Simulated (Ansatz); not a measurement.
## Sc (P6_3/mmc): phonon-mediated transition temperature

What Tc do the phonons of Sc (P6_3/mmc) give, and how does it depend on μ*? The cell shown first is a relaxed one, from steps not shown here.

Program: Ansatz 0.2.0. Level of theory: DFT PBE, scalar-relativistic, plane waves, PseudoDojo norm-conserving pseudopotentials, in the first sound run; inputs show where later runs differ. Results are calculated unless marked as measured.

## Step 1: The cell after earlier relaxation steps

The structure is hexagonal, space group P6_3/mmc (No. 194). The conventional cell has a = 3.320 Å, b = 3.320 Å, c = 5.162 Å, α = 90.00°, β = 90.00°, γ = 120.00°. Nearest to Sc lie 12 Sc at 3.21 to 3.32 Å.

## Step 2: Coupling and resistivity: PseudoDojo files

The run that gives the couplings also evaluates McMillan's and Allen and Dynes's formulas and, where asked, the Eliashberg equations, over a range of μ*.

input.yaml

```yaml
crystal:
  lattice:
    - [3.3197811178, 0.0, 0.0]
    - [-1.6598905589, 2.875014783, 0.0]
    - [0.0, 0.0, 5.1617075785]
  atoms:
    - { symbol: Sc, position: [0.3333333333, 0.6666666667, 0.25] }
    - { symbol: Sc, position: [0.6666666667, 0.3333333333, 0.75] }
kpoints:
  mp_grid: { grid: [12, 12, 6] }
hamiltonian:
  xc: pbe
  pseudopotentials: { kind: nc, accuracy: standard }
scf:
  occupations: { method: methfessel_paxton, width: 0.2 }
output:
  eigenvalues: true
phonons:
  method: dfpt
  qmesh: [6, 6, 3]
  temperatures: { t_max: 1000, t_step: 50 }
  qpath:
    path:
      - [[0.0, 0.0, 0.0], [0.5, 0.0, 0.0], [0.33333333, 0.33333333, 0.0], [0.0, 0.0, 0.0], [0.0, 0.0, 0.5], [0.5, 0.0, 0.5], [0.33333333, 0.33333333, 0.5], [0.0, 0.0, 0.5]]
      - [[0.5, 0.0, 0.5], [0.5, 0.0, 0.0]]
    npoints: 6
  electrical_resistivity:
    mesh: [24, 24, 12]
    temperatures: [20.0, 50.0, 80.0, 100.0, 150.0, 200.0, 273.0, 300.0, 400.0, 500.0, 600.0, 800.0]
  superconductivity: { mesh: [24, 24, 12], eliashberg_equations: false }
```

Command:

```bash
ansatz run input.yaml --threads 16 --pin off --max-ram 92160MiB --backend cuda --events-out ev --progress --plain --runs-dir out --max-vram 78GiB
```

Numbers of over 12 decimals in the logs are rounded to 6 here.

The log of the run:

```text
Engine: ansatz 0.2.0, aarch64-unknown-linux-gnu
Pseudopotentials: kind: nc
Pseudopotential: Sc, nc, valence charge 11, recommended cutoff 1061.244064 eV (normal), Sc.nc.azcp (PseudoDojo's, or run here from an input of PseudoDojo's; its table is named by hamiltonian.pseudopotentials.accuracy)
Functional definition: PBE
  parameter kappa = 0.804
  parameter beta = 0.066725
  exchange = pbe_x(kappa = kappa, mu = beta*pi^2/3)
  correlation = pbe_c(beta = beta)
[...]
Crystal: 2 atoms, lattice volume = 49.266 Å³
Basis set: ecut = 1061.244064 eV, 3885 PW (Γ), exchange–correlation on 72×72×120 points (8 copies of the dense FFT grid, shifted against one another)
Bands: 15, of which v1, the nominal top of the filled ones, is band 11 counted from 1 (10 counted from 0)
Symmetry: 24 space group operations
k-points: 76 of 864
Non-local potential: Sc, projectors of the file, l = 0: 2, l = 1: 2, l = 2: 2
Initial density: superposition of atomic densities (chi_scale 0.1, normalization cell)
Initial wavefunctions: pseudopotential atomic-orbital guess
[...]
Functional: x = pbe(κ = 0.804, μ = 0.219515), c = pbe(β = 0.066725)
SCF iter   1: F=—  HF=-2633.862106 eV  |F-HF|=—  |Δ(HF+E_count)|=         —  Δρ=2.24e-2  dr2=3.28e-1  ethr=3.10e-3  ⟨swp⟩=3.1  Hψ=4284  notcnv=0
preconditioner: auto → none  [metal: Δε(μ)=0.035 eV  Ē_g=2.651 eV  σ=0.200 eV  W_gap=0.15  n_scr=8 (ndim 8)  ℏωp=13.0 eV  f_vac=0.000  D(μ)=4.18/eV (n_scr^D=42)  sad-step TF]
SCF iter   2: F=—  HF=-2633.786136 eV  |F-HF|=—  |Δ(HF+E_count)|=   7.60e-2  S|Δr|=    0.00e0  Δρ=1.14e-2  dr2=8.80e-2  ethr=1.49e-3  ⟨swp⟩=2.4  Hψ=2077  notcnv=0
[...]
SCF iter   9: F=-2633.767828 eV  HF=-2633.767828 eV  |F-HF|=4.55e-13  |Δ(HF+E_count)|=  5.00e-12  S|Δr|=    0.00e0  Δρ=1.61e-8  dr2=6.39e-14  ethr=1.00e-12  ⟨swp⟩=5.7  Hψ=5070  notcnv=0
SCF 1 converged in 9 iterations: F = -2633.767828 eV  dr2 = 6.39e-14
[...]
NSCF: frozen V_eff on 76 k-points, pencils in batches of 32, up to order 60
[...]
NSCF: frozen V_eff on 76 k-points
[...]
DFPT response loops at q = (0, 0, 0) (fractional): preconditioner auto → Kerker (q_TF=auto, 2.385 Å⁻¹) (partly filled bands, converged f_vac=0.000); β = 1.00, the filter's whole step (`scf.mixing.beta` (0.50) is not read by the response loops under this deck's `scf.mixing.preconditioner`; to damp them name `kerker` or `kerker_dos`, under which they read `scf.mixing.beta`, and type it under 1.00, their step now; both keys bind the ground state too); Anderson in place of MSR1; while a model of the screening serves, it and β = 1 on shorter waves in the place of filter and β
[...]
NSCF: frozen V_eff on 76 k-points
[...]
DFPT response loops at q = (0, 0, 0.333333) (fractional): mixed as the last ones told, above
[...]
DFPT response loops at q = (0, 0.166667, 0) (fractional): mixed as the last ones told, above
[...]
DFPT response loops at q = (0, 0.166667, 0.333333) (fractional): mixed as the last ones told, above
[...]
DFPT response loops at q = (0, 0.333333, 0) (fractional): mixed as the last ones told, above
[...]
DFPT response loops at q = (0, 0.333333, 0.333333) (fractional): mixed as the last ones told, above
[...]
DFPT response loops at q = (0, -0.5, 0) (fractional): mixed as the last ones told, above
[...]
DFPT response loops at q = (0, -0.5, 0.333333) (fractional): mixed as the last ones told, above
[...]
DFPT response loops at q = (0.166667, 0.166667, 0) (fractional): mixed as the last ones told, above
[...]
DFPT response loops at q = (0.166667, 0.166667, 0.333333) (fractional): mixed as the last ones told, above
[...]
DFPT response loops at q = (0.166667, 0.333333, 0) (fractional): mixed as the last ones told, above
[...]
DFPT response loops at q = (0.166667, 0.333333, 0.333333) (fractional): mixed as the last ones told, above
[...]
DFPT response loops at q = (0.333333, 0.333333, 0) (fractional): mixed as the last ones told, above
[...]
DFPT response loops at q = (0.333333, 0.333333, 0.333333) (fractional): mixed as the last ones told, above
[...]
SCF 2 converged in 9 iterations: F = -2633.767828 eV  dr2 = 8.22e-14
[...]
SCF converged after 9 iterations
[...]
Hall coefficient in a weak field at 50 K (a third of the trace): -6.136e-11 m³/C (as a tensor it moves by 26.9 % between the two finest meshes); by each state's relaxation time: -6.969e-11 m³/C; by a constant relaxation time: -3.862e-11 m³/C
  mean free path at 80 K (of a tensor a third of its trace): 17.9 nm by what each carries, 15.1 by the Fermi surface alone
  Hall coefficient in a weak field at 80 K (a third of the trace): -5.649e-11 m³/C (as a tensor it moves by 38.4 % between the two finest meshes); by each state's relaxation time: -5.974e-11 m³/C; by a constant relaxation time: -3.914e-11 m³/C
  mean free path at 100 K (of a tensor a third of its trace): 10.8 nm by what each carries, 9.52 by the Fermi surface alone
  Hall coefficient in a weak field at 100 K (a third of the trace): -5.256e-11 m³/C (as a tensor it moves by 42.2 % between the two finest meshes); by each state's relaxation time: -5.567e-11 m³/C; by a constant relaxation time: -3.927e-11 m³/C
  mean free path at 150 K (of a tensor a third of its trace): 5.41 nm by what each carries, 4.94 by the Fermi surface alone
  Hall coefficient in a weak field at 150 K (a third of the trace): -4.782e-11 m³/C (as a tensor it moves by 44.8 % between the two finest meshes); by each state's relaxation time: -5.137e-11 m³/C; by a constant relaxation time: -3.922e-11 m³/C
  mean free path at 200 K (of a tensor a third of its trace): 3.68 nm by what each carries, 3.39 by the Fermi surface alone
  Hall coefficient in a weak field at 200 K (a third of the trace): -4.700e-11 m³/C (as a tensor it moves by 43.4 % between the two finest meshes); by each state's relaxation time: -5.073e-11 m³/C; by a constant relaxation time: -3.887e-11 m³/C
  mean free path at 273 K (of a tensor a third of its trace): 2.55 nm by what each carries, 2.35 by the Fermi surface alone
  Hall coefficient in a weak field at 273 K (a third of the trace): -4.800e-11 m³/C (as a tensor it moves by 39.9 % between the two finest meshes); by each state's relaxation time: -5.183e-11 m³/C; by a constant relaxation time: -3.792e-11 m³/C
  mean free path at 300 K (of a tensor a third of its trace): 2.30 nm by what each carries, 2.12 by the Fermi surface alone
  Hall coefficient in a weak field at 300 K (a third of the trace): -4.857e-11 m³/C (as a tensor it moves by 38.6 % between the two finest meshes); by each state's relaxation time: -5.242e-11 m³/C; by a constant relaxation time: -3.745e-11 m³/C
  mean free path at 400 K (of a tensor a third of its trace): 1.69 nm by what each carries, 1.54 by the Fermi surface alone
  Hall coefficient in a weak field at 400 K (a third of the trace): -5.072e-11 m³/C (as a tensor it moves by 34.6 % between the two finest meshes); by each state's relaxation time: -5.463e-11 m³/C; by a constant relaxation time: -3.538e-11 m³/C
  mean free path at 500 K (of a tensor a third of its trace): 1.35 nm by what each carries, 1.21 by the Fermi surface alone
  Hall coefficient in a weak field at 500 K (a third of the trace): -5.267e-11 m³/C (as a tensor it moves by 31.4 % between the two finest meshes); by each state's relaxation time: -5.645e-11 m³/C; by a constant relaxation time: -3.318e-11 m³/C
  mean free path at 600 K (of a tensor a third of its trace): 1.12 nm by what each carries, 1.00 by the Fermi surface alone
  Hall coefficient in a weak field at 600 K (a third of the trace): -5.481e-11 m³/C (as a tensor it moves by 28.4 % between the two finest meshes); by each state's relaxation time: -5.804e-11 m³/C; by a constant relaxation time: -3.128e-11 m³/C
  mean free path at 800 K (of a tensor a third of its trace): 0.851 nm by what each carries, 0.740 by the Fermi surface alone
  Hall coefficient in a weak field at 800 K (a third of the trace): -6.055e-11 m³/C (as a tensor it moves by 22.2 % between the two finest meshes); by each state's relaxation time: -6.113e-11 m³/C; by a constant relaxation time: -2.893e-11 m³/C
  the resistivity times a path that all electrons share, by the Fermi surface of the deck's mesh alone (a third of the trace): 1.115e-15 Ω·m²
  not converged in the mesh (λ; λ_tr; the resistivity at 20 K by 9.89 %; the resistivity at 50 K by 5.97 %; the resistivity at 80 K by 6.51 %; the resistivity at 100 K by 6.59 %; the resistivity at 150 K by 6.55 %; the resistivity at 200 K by 6.53 %; the resistivity at 273 K by 6.53 %; the resistivity at 300 K by 6.51 %; the resistivity at 400 K by 6.37 %; the resistivity at 500 K by 6.10 %; the resistivity at 600 K  [...]
  vibrations of 108 cells: unjudged by the run; compare a larger repeat
  the changes of the potential over all sites missed a rigid shift's by 0.00 % (the site terms' by 0.00 %)
  at the force constants' own smearing the fine mesh and the k-points of their solves give squared frequencies that differ by 1.7 % of the larger at the most, at (0, -0.5, 0)
--- Superconductivity: potentials and phonons of a 6×6×3 supercell ---
  pairing by harmonic phonons, in the closed forms alone; spin fluctuations are left out, and so is spin–orbit coupling
           mesh         λ    ħω_log (meV)  μ* declared at (meV)
       24×24×12    0.4793          17.012               18.484
        12×12×6    0.4633          17.077               18.510
          6×6×3    0.4589          17.365               18.672
  λ by the species' shares of the modes' patterns: Sc 0.4793
  transition temperature on the deck's mesh (K), isotropic and anisotropic, restricted to the Fermi surface (FSR) and over the full bandwidth (FBW), and the last with the density of states resolved in a narrower window:
        μ*   McMillan   Allen–Dynes      iso. FSR      iso. FBW    aniso. FSR    aniso. FBW  narrow window
      0.08      2.736         2.794             -             -             -             -              -
      0.10      2.019         2.058             -             -             -             -              -
      0.12      1.419         1.444             -             -             -             -              -
      0.13      1.163         1.183             -             -             -             -              -
      0.14      0.938         0.953             -             -             -             -              -
      0.16      0.573         0.581             -             -             -             -              -
      0.20      0.151         0.153             -             -             -             -              -
  not judged without the Eliashberg equations: between neighbouring meshes, the two finest first, λ moves by 3.34 % and 0.95 %
  vibrations of 108 cells: unjudged by the run; compare a larger repeat
  the changes of the potential over all sites missed a rigid shift's by 0.00 % (the site terms' by 0.00 %)
  at the force constants' own smearing the fine mesh and the k-points of their solves give squared frequencies that differ by 1.7 % of the larger at the most, at (0, -0.5, 0)
```

Elapsed: 1.8 min, on 1 × NVIDIA GB200 with 16 threads of Arm Neoverse V2, shared host; peak memory 9.6 GiB.

Reading the cycles: dr2 is the Hartree energy of the density residual (eV), the measure of convergence; HF is the Harris–Foulkes estimate of the energy, which meets the free energy F at convergence.

This step gave:

```yaml
volume_per_atom: 24.63 Å³/atom
metallic_on_mesh: yes
gap_on_the_k_mesh: 0 eV
zero_point_energy: 0.05829 eV/cell
share_of_imaginary_modes_in_the_plain_interpolation_between_solved_wavevectors: 0
highest_frequency_solved_or_plainly_interpolated: 228.9 cm⁻¹
debye_temperature_second_moment: 301 K
resistivity_at_300_k: 52.18 μΩ cm, mean of the axes
coupling_constant_lambda: 0.4793
density_of_states_at_the_fermi_level: 2.023 states/eV a spin and cell
log_mean_phonon_energy_omega_log: 17.01 meV
transport_coupling_constant_lambda_tr: 0.55, 0.55, 0.5405 (xx, yy, zz)
drude_plasma_energy: 3.087, 3.087, 4.835 eV (xx, yy, zz)
resistivity_times_mean_free_path: 14.1, 14.1, 5.237 × 10⁻¹⁶ Ω m² (xx, yy, zz)
second_moment_phonon_energy_omega: 18.48 meV
coupling_lambda_by_branch: 0.131, 0.1, 0.0697, 0.0704, 0.0645, 0.0434 (branches by rank of frequency)
```

Transition temperatures:

```tsv
μ*	McMillan Tc (K)	Allen–Dynes Tc (K)
0.08	2.74	2.79
0.1	2.02	2.06
0.12	1.42	1.44
0.13	1.16	1.18
0.14	0.938	0.953
0.16	0.573	0.581
0.2	0.151	0.153
```

## Step 3: Electron–phonon run: finite displacements

Finite displacements in a supercell are the other road to force constants and couplings; here with the base functional.

This step: DFT PBE, scalar-relativistic, plane waves, PAW; PAW set soft_1 (Ansatz 0.2.0).

input.yaml, as its differences from that of step 2:

```diff
@@ -2,5 +2,5 @@
   lattice:
-    - [3.3197811178, 0.0, 0.0]
-    - [-1.6598905589, 2.875014783, 0.0]
-    - [0.0, 0.0, 5.1617075785]
+    - [3.3193437651, 0.0, 0.0]
+    - [-1.6596718825, 2.8746360244, 0.0]
+    - [0.0, 0.0, 5.1607404262]
   atoms:
@@ -12,3 +12,3 @@
   xc: pbe
-  pseudopotentials: { kind: nc, accuracy: standard }
+  pseudopotentials: { kind: paw, azcp: { folder: soft_1 } }
 scf:
@@ -18,4 +18,4 @@
 phonons:
-  method: dfpt
-  qmesh: [6, 6, 3]
+  method: fd
+  supercell: [6, 6, 3]
   temperatures: { t_max: 1000, t_step: 50 }
```

The log of the run:

```text
[...]
Crystal: 216 atoms, lattice volume = 5318.276 Å³
Basis set: ecut = 420 eV, 104019 PW (Γ), exchange–correlation on 270×270×216 points (8 copies of the dense FFT grid, shifted against one another)
Bands: 1620, of which v1, the nominal top of the filled ones, is band 1188 counted from 1 (1187 counted from 0)
Symmetry: 2592 space group operations
k-points: 4 of 8
[...]
SCF iter   1: F=—  HF=-461335.239960 eV  |F-HF|=—  |Δ(HF+E_count)|=         —  Δρ=2.16e-8  dr2=1.50e-11  ethr=1.00e-12  ⟨swp⟩=3.0  Hψ=16287  notcnv=0
[...]
SCF iter   2: F=-461335.239960 eV  HF=-461335.239960 eV  |F-HF|=9.90e-10  |Δ(HF+E_count)|=  3.49e-10  S|Δr|=    0.00e0  Δρ=1.09e-8  dr2=4.09e-12  ethr=1.00e-12  ⟨swp⟩=2.0  Hψ=11308  notcnv=0
SCF 1 converged in 2 iterations: F = -461335.239960 eV  dr2 = 4.09e-12
[...]
Symmetry: 1 space group operations
k-points: 8
[...]
iter 1 solved again at ethr=8.94e-9 eV; its pass at ethr=3.10e-3 eV (dr2=2.13e-4 eV) is discarded
[...]
SCF iter   2: F=—  HF=-461335.243702 eV  |F-HF|=—  |Δ(HF+E_count)|=   5.59e-3  S|Δr|=    0.00e0  Δρ=7.97e-6  dr2=2.11e-5  ethr=8.68e-9  ⟨swp⟩=1.0  Hψ=12960  notcnv=0
[...]
SCF iter   8: F=-461335.239946 eV  HF=-461335.239946 eV  |F-HF|=1.75e-10  |Δ(HF+E_count)|=  4.66e-10  S|Δr|=    0.00e0  Δρ=3.03e-9  dr2=1.66e-12  ethr=1.00e-12  ⟨swp⟩=3.4  Hψ=33232  notcnv=0
SCF 2 converged in 8 iterations: F = -461335.239946 eV  dr2 = 1.66e-12
[...]
Crystal: 2 atoms, lattice volume = 49.243 Å³
Basis set: ecut = 420 eV, 965 PW (Γ), exchange–correlation on 48×48×72 points (8 copies of the dense FFT grid, shifted against one another)
Bands: 15, of which v1, the nominal top of the filled ones, is band 11 counted from 1 (10 counted from 0)
[...]
SCF iter   1: F=—  HF=-4271.732403 eV  |F-HF|=—  |Δ(HF+E_count)|=         —  Δρ=2.32e-2  dr2=3.54e-1  ethr=3.10e-3  ⟨swp⟩=3.3  Hψ=4174  notcnv=0
[...]
SCF iter   2: F=—  HF=-4271.658293 eV  |F-HF|=—  |Δ(HF+E_count)|=   7.41e-2  S|Δr|=    0.00e0  Δρ=1.37e-2  dr2=1.31e-1  ethr=1.61e-3  ⟨swp⟩=2.0  Hψ=1991  notcnv=0
[...]
SCF iter   5: F=—  HF=-4271.622592 eV  |F-HF|=—  |Δ(HF+E_count)|=   5.55e-5  S|Δr|=    0.00e0  Δρ=1.42e-5  dr2=7.81e-8  ethr=6.00e-9  ⟨swp⟩=2.0  Hψ=1644  notcnv=0
[...]
SCF 3 converged in 7 iterations: F = -4271.622592 eV  dr2 = 3.16e-11
[...]
SCF converged after 2 iterations
[...]
vibrations of 108 cells: unjudged by the run; compare a larger repeat
[...]
--- Superconductivity: potentials and phonons of a 6×6×3 supercell ---
[...]
mesh         λ    ħω_log (meV)  μ* declared at (meV)
       24×24×12    0.4808          17.009               18.477
        12×12×6    0.4646          17.072               18.502
          6×6×3    0.4599          17.359               18.663
  λ by the species' shares of the modes' patterns: Sc 0.4808
[...]
0.08      2.766         2.825             -             -             -             -              -
      0.10      2.045         2.084             -             -             -             -              -
      0.12      1.440         1.466             -             -             -             -              -
      0.13      1.183         1.203             -             -             -             -              -
      0.14      0.955         0.970             -             -             -             -              -
      0.16      0.585         0.594             -             -             -             -              -
      0.20      0.156         0.158             -             -             -             -              -
[...]
vibrations of 108 cells: unjudged by the run; compare a larger repeat
[...]
```

Wall time 2.4 min (1 × NVIDIA GB200 with 16 threads); peak memory 14 GiB; 18 min of CPU time.

Numbers from this step:

```yaml
volume_per_atom: 24.62 Å³/atom
zero_point_energy: 0.05825 eV/cell
highest_frequency_solved_or_plainly_interpolated: 228.6 cm⁻¹
resistivity_at_300_k: 52.28 μΩ cm, mean of the axes
coupling_constant_lambda: 0.4808
density_of_states_at_the_fermi_level: 2.022 states/eV a spin and cell
transport_coupling_constant_lambda_tr: 0.5515, 0.5515, 0.5422 (xx, yy, zz)
drude_plasma_energy: 3.088, 3.088, 4.838 eV (xx, yy, zz)
resistivity_times_mean_free_path: 14.09, 14.09, 5.234 × 10⁻¹⁶ Ω m² (xx, yy, zz)
coupling_lambda_by_branch: 0.132, 0.1, 0.07, 0.0706, 0.0647, 0.0436 (branches by rank of frequency)
```

Transition temperatures:

```tsv
μ*	McMillan Tc (K)	Allen–Dynes Tc (K)
0.08	2.77	2.82
0.1	2.04	2.08
0.12	1.44	1.47
0.13	1.18	1.2
0.14	0.955	0.97
0.16	0.585	0.594
0.2	0.156	0.158
```

[end of part 1 of 2]

[Logs are printed without paths, hosts, clocks, repeated set-up lines and the standing remarks that a program may print on its own settings, such as how far it seeks lower states.]

[Hosts, paths, dates, database ids (printed as entryN), source tags and the programs' standing remarks are cut or masked in the printed files.]
